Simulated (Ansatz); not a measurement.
# Cd2H3Cl: relaxing a made-up structure, part 2 of 2

This structure for Cd2H3Cl is made up. Its elements were placed in a known structure type with a cell scaled to their sizes. What cell does the guess relax to, and how far off was it?

Ansatz 0.2.0; DFT, PBE, plane-wave PAW, files of the set soft_1, scalar-relativistic, no spin, cell and ions relaxed at zero pressure; PAW set soft_1 (the session's first sound run).

So far: Starting point; Relaxing cell and atoms. The relaxed cell has a = 3.469, c = 7.936 Å (conventional setting).

### Step 3. Electronic structure of the relaxed cell

With the geometry fixed, one more self-consistent run, with a narrower smearing and the mesh shown in its input, gives the bands, and its pressure, and its forces where symmetry allows any, show how far the geometry depends on these settings.

This step: DFT, PBE, plane-wave PAW, files of the set soft_1, scalar-relativistic, no spin, bands and density of states at the relaxed cell; PAW set soft_1 (Ansatz 0.2.0).

Input file input.yaml:

```yaml
crystal:
  lattice:
    - [3.4687070096, 0.0, 0.0]
    - [-1.7343535048, 3.0039883886, 0.0]
    - [0.0, 0.0, 7.936315625]
  atoms:
    - { symbol: Cd, position: [0.3333333333, 0.6666666667, 0.2818647] }
    - { symbol: Cd, position: [0.6666666667, 0.3333333333, 0.7181353] }
    - { symbol: Cl, position: [0.0, 0.0, 0.0] }
    - { symbol: H, position: [0.3333333333, 0.6666666667, 0.7171702794] }
    - { symbol: H, position: [0.6666666667, 0.3333333333, 0.2828297206] }
    - { symbol: H, position: [0.0, 0.0, 0.5] }
kpoints:
  mp_grid: { grid: [10, 10, 4] }
  band_path:
    path:
      - [[0.0, 0.0, 0.0], [0.5, 0.0, 0.0], [0.33333333, 0.33333333, 0.0], [0.0, 0.0, 0.0], [0.0, 0.0, 0.5], [0.5, 0.0, 0.5], [0.33333333, 0.33333333, 0.5], [0.0, 0.0, 0.5]]
      - [[0.5, 0.0, 0.5], [0.5, 0.0, 0.0]]
      - [[0.33333333, 0.33333333, 0.0], [0.33333333, 0.33333333, 0.5]]
    npoints: 8
scf:
  occupations: { method: fermi_dirac, width: 0.03 }
  n_extra_bands: 10
hamiltonian:
  xc: pbe
  pseudopotentials: { kind: paw, azcp: { folder: soft_1 } }
output:
  forces: true
  stress: true
  write_bands: true
  dos: { projected: true }
  write_density: true
  write_potential: true
  elf: true
  volumetric_format: npy
```

Launch:

```bash
ansatz run input.yaml --threads 4 --pin off --max-ram 10240MiB --backend cpu --events-out ev --progress --plain --runs-dir out
```

Numbers of over 12 decimals in the logs are rounded to 6 here.

The log of the run:

```text
[...]
Crystal: 6 atoms, lattice volume = 82.696 Å³
Basis set: ecut = 420 eV, 1629 PW (Γ), exchange–correlation on 48×48×108 points (8 copies of the dense FFT grid, shifted against one another)
Bands: 35, of which v1, the nominal top of the filled ones, is band 25 counted from 1 (24 counted from 0)
Symmetry: 12 space group operations
[...]
k-points: 50 of 400
[...]
SCF iter   1: F=—  HF=-17642.285450 eV  |F-HF|=—  |Δ(HF+E_count)|=         —  Δρ=1.33e-1  dr2=7.75e1  ethr=3.10e-3  ⟨swp⟩=6.2  Hψ=7315  notcnv=0
[...]
SCF iter  12: F=-17634.820941 eV  HF=-17634.820941 eV  |F-HF|=1.40e-9  |Δ(HF+E_count)|=   3.00e-8  Δρ=3.08e-6  dr2=1.32e-8  ethr=2.00e-10  ⟨swp⟩=15.8  Hψ=12965  notcnv=0
SCF 1 converged in 12 iterations: F = -17634.820941 eV  dr2 = 1.32e-8
[...]
NSCF: frozen V_eff on 75 k-points
SCF converged after 12 iterations
Free energy (F): -17634.820941 eV
[...]
Internal energy: -17634.819271 eV  (E = F + TS)
E sigma→0 (E₀):  -17634.820106 eV
Entropy (-TS):   -0.001670 eV (-0.278 meV/atom)
Fermi energy:    8.214197 eV
[...]
--- Forces (eV/Å), atoms counted from 1 ---
  atom   1  Cd    -0.00000000     0.00000000     0.00354311
  atom   2  Cd    -0.00000000    -0.00000000    -0.00354311
  atom   3  Cl    -0.00000000    -0.00000000     0.00000000
  atom   4  H      0.00000000    -0.00000000     0.00984271
  atom   5  H      0.00000000     0.00000000    -0.00984271
  atom   6  H      0.00000000    -0.00000000     0.00000000
  max |Σ_I F_I| component: 7.40e-17 eV/Å
--- Stress (GPa, compression-positive) ---
       -0.049125       0.000000      -0.000000
        0.000000      -0.049125       0.000000
       -0.000000       0.000000       0.051937
  P = ⅓ Tr σ = -0.0154 GPa (-0.154 kbar)
--- Band table (eV; the first three rows and the last of 50) ---
  k-point 0: bands = [... 21 lower, 5.9462, 6.8437, 6.8612, 6.8612, 13.3204, 14.0491, 15.6886, 15.9523, ... 6 higher]
  k-point 1: bands = [... 21 lower, 4.9622, 6.8606, 6.8606, 7.7040, 12.9998, 14.1557, 15.6291, 16.1906, ... 6 higher]
  k-point 2: bands = [... 21 lower, 4.1516, 6.8600, 6.8600, 8.2337, 12.7061, 14.2795, 15.3824, 16.8710, ... 6 higher]
  k-point 49: bands = [... 21 lower, 4.7424, 5.6518, 5.8270, 6.9311, 8.6872, 9.1486, 10.9054, 12.9642, ... 6 higher]
```

Elapsed: 4.1 s, on 4 threads of Arm Neoverse V1, shared host; peak memory 0.44 GiB; 15 s of CPU time.

Numbers from this step:

```yaml
free_energy: -17634.8209 eV
energy_at_zero_smearing: -17634.8201 eV
smearing_term_ts: 0.001670 eV
fermi_energy: 8.214 eV
pressure: -0.01544 GPa
```

From bands.tsv, the bands that come nearest the Fermi level along the path, at its corners, in eV from the Fermi level:

| point | band 22 | band 23 | band 24 | band 25 | band 26 | band 27 | band 28 | band 29 |
| --- | --- | --- | --- | --- | --- | --- | --- | --- |
| Γ | -2.27 | -1.37 | -1.35 | -1.35 | 5.11 | 5.83 | 7.47 | 7.74 |
| M | -4.02 | -2.25 | -2.00 | -1.98 | 0.75 | 1.78 | 5.39 | 6.58 |
| K | -3.13 | -2.44 | -2.44 | -1.82 | 0.39 | 0.39 | 3.68 | 4.74 |
| Γ | -2.27 | -1.37 | -1.35 | -1.35 | 5.11 | 5.83 | 7.47 | 7.74 |
| A | -4.06 | -1.35 | -1.35 | 0.02 | 4.49 | 6.07 | 7.17 | 8.66 |
| L | -3.93 | -2.00 | -1.98 | -1.38 | -0.41 | 3.03 | 3.55 | 5.98 |
| H | -3.37 | -2.58 | -2.58 | -1.31 | 0.66 | 0.66 | 2.38 | 5.25 |
| A | -4.06 | -1.35 | -1.35 | 0.02 | 4.49 | 6.07 | 7.17 | 8.66 |
| L | -3.93 | -2.00 | -1.98 | -1.38 | -0.41 | 3.03 | 3.55 | 5.98 |
| M | -4.02 | -2.25 | -2.00 | -1.98 | 0.75 | 1.78 | 5.39 | 6.58 |
| K | -3.13 | -2.44 | -2.44 | -1.82 | 0.39 | 0.39 | 3.68 | 4.74 |
| H | -3.37 | -2.58 | -2.58 | -1.31 | 0.66 | 0.66 | 2.38 | 5.25 |

Counts of states for the cell as run, both spins, by energy window (eV from the Fermi level):

```csv
from,to,total
-8,-7,0.27
-7,-6,0.69
-6,-5,1.52
-5,-4,1.36
-4,-3,1.98
-3,-2,2.93
-2,-1,2.10
-1,0,1.17
0,1,0.86
1,2,0.90
2,3,0.90
3,4,0.91
4,5,1.91
5,6,1.81
```

A further 38.0 states lie below the table's range.

ELF in the ac plane at fractional y = 0.000, with atoms of Cl and H within 0.2 Å of it. It is the smooth field of the valence electrons, not physical close to the nuclei.

Ten even steps from '0' (0.45 × 1e-1) to '9' (10.00 × 1e-1), each cell a mean:
```
46887410158875
78886300036888
88753100013678
44310000000134
10000000000001
00000111110000
00000111110000
00000111110000
32100001000012
88520000001368
99962000003799
99984100015999
99973000014899
99731000001479
64210000000135
10000011100001
00000111110000
00000111110000
00000011100000
32100000000122
76531000002467
88875200026788
57887400157886
14787510168873
```
Columns run along a (3.5 Å), rows up along c (7.9 Å). Atoms in or near the plane, at fractional coordinates: Cl at (0.00, 0.00), H at (0.00, 0.50).

Electrostatic potential energy in the ac plane at fractional y = 0.000, with atoms of Cl and H within 0.2 Å of it. With pseudopotentials it is smooth inside the atoms' cores, unlike the true potential.

Ten even steps from '0' (-30 eV) to '9' (12 eV), each cell a mean:
```
00058999998400
12479999999731
67899999999987
99999999999999
99999888889999
99998877788999
99998766678999
99998877788999
99999888889999
99999999999999
67999999999997
03899999999972
36899999999985
89999999999999
99999988899999
99998877788999
99998766678999
99998766778999
99998887889999
99999988899999
89999999999998
34689999999853
00169999998510
00048999998300
```
Columns run along a (3.5 Å; values clipped at the 3rd and 97th percentile), rows up along c (7.9 Å). Atoms in or near the plane, at fractional coordinates: Cl at (0.00, 0.00), H at (0.00, 0.50).

Valence density in the ac plane at fractional y = 0.000, with atoms of Cl and H within 0.2 Å of it. It is the smooth field of the valence electrons, not physical close to the nuclei.

Values in e/Å³, 24 rows by 14 columns, each cell a mean:
```
1.2 1.5 1.6 1.0 0.4 0.2 0.1 0.1 0.1 0.2 0.6 1.2 1.6 1.4
1.5 1.4 1.1 0.6 0.3 0.1 0.1 0.1 0.1 0.2 0.4 0.7 1.2 1.4
0.8 0.7 0.5 0.3 0.2 0.1 0.1 0.1 0.1 0.1 0.2 0.3 0.5 0.7
0.2 0.2 0.2 0.1 0.1 0.1 0.1 0.1 0.1 0.1 0.1 0.1 0.2 0.2
0.1 0.1 0.1 0.1 0.1 0.2 0.2 0.2 0.2 0.2 0.1 0.1 0.1 0.1
0.1 0.1 0.1 0.1 0.2 0.3 0.4 0.4 0.4 0.3 0.2 0.1 0.1 0.1
0.1 0.1 0.1 0.1 0.2 0.4 0.5 0.6 0.5 0.3 0.2 0.1 0.1 0.1
0.1 0.1 0.1 0.1 0.2 0.3 0.4 0.4 0.4 0.3 0.2 0.1 0.1 0.1
0.1 0.1 0.1 0.1 0.1 0.2 0.2 0.2 0.2 0.2 0.1 0.1 0.1 0.1
0.2 0.2 0.2 0.1 0.1 0.1 0.1 0.1 0.1 0.1 0.1 0.1 0.2 0.2
0.6 0.5 0.3 0.1 0.1 0.1 0.1 0.1 0.1 0.1 0.1 0.2 0.3 0.5
1.4 0.9 0.4 0.2 0.1 0.1 0.0 0.0 0.0 0.1 0.1 0.2 0.5 1.0
0.9 0.6 0.3 0.2 0.1 0.1 0.1 0.0 0.1 0.1 0.1 0.2 0.4 0.7
0.3 0.3 0.2 0.1 0.1 0.1 0.1 0.1 0.1 0.1 0.1 0.1 0.2 0.3
0.1 0.1 0.1 0.1 0.1 0.1 0.2 0.2 0.1 0.1 0.1 0.1 0.1 0.1
0.1 0.1 0.1 0.1 0.2 0.2 0.3 0.4 0.3 0.2 0.1 0.1 0.1 0.1
0.1 0.1 0.1 0.1 0.2 0.3 0.5 0.5 0.4 0.3 0.2 0.1 0.1 0.1
0.1 0.1 0.1 0.1 0.2 0.3 0.5 0.5 0.4 0.3 0.2 0.1 0.1 0.1
0.1 0.1 0.1 0.1 0.2 0.2 0.3 0.3 0.3 0.2 0.1 0.1 0.1 0.1
0.2 0.2 0.1 0.1 0.1 0.1 0.1 0.2 0.1 0.1 0.1 0.1 0.1 0.2
0.4 0.4 0.3 0.2 0.1 0.1 0.1 0.1 0.1 0.1 0.1 0.2 0.3 0.4
1.3 1.2 0.8 0.5 0.2 0.1 0.1 0.1 0.1 0.1 0.3 0.6 0.9 1.2
1.5 1.6 1.5 0.9 0.4 0.2 0.1 0.1 0.1 0.2 0.5 1.0 1.5 1.6
0.7 1.3 1.7 1.1 0.5 0.2 0.1 0.1 0.1 0.2 0.6 1.3 1.6 1.1
```
Columns run along a (3.5 Å), rows up along c (7.9 Å). Atoms in or near the plane, at fractional coordinates: Cl at (0.00, 0.00), H at (0.00, 0.50).

### Step 4. What came out

```
space group, relaxed : P-3m1
conventional cell    : a = 3.469, b = 3.469, c = 7.936 Å; α = 90.0°, β = 90.0°, γ = 120.0°
volume per atom      : 13.78 Å³ (guess 9.70)
```

**Reading.** Cd2H3Cl relaxes to P-3m1 with a = 3.469, b = 3.469 and c = 7.936 Å. The guessed volume was 30 % too small. The space group P-3m1 was held in the relaxation, so the end point is a stationary structure within it and may be a saddle against distortions or other arrangements. Bands cross the Fermi level, so it is a metal or semimetal at this level. Semilocal functionals can close a small real gap, so this isn't settled for compounds with anions. On the 10×10×4 mesh with the narrower smearing (relaxed on 9×9×5) the largest force component is 0.010 eV/Å and the largest stress component is 0.052 GPa, against the relaxation's thresholds of 0.015 eV/Å and 0.05 GPa. The cutoff wasn't tested. A vector of the cell changed its length by 28 %, so the starting arrangement is largely lost and the mesh was laid for another shape. No dispersion term is used, so weakly bound directions may come out too long. Nothing here tests whether the compound is stable against decomposition.

[Logs are printed without paths, hosts, clocks, repeated set-up lines and the standing remarks that a program may print on its own settings, such as how far it seeks lower states.]

[Hosts, paths, dates, database ids (printed as entryN), source tags and the programs' standing remarks are cut or masked in the printed files.]
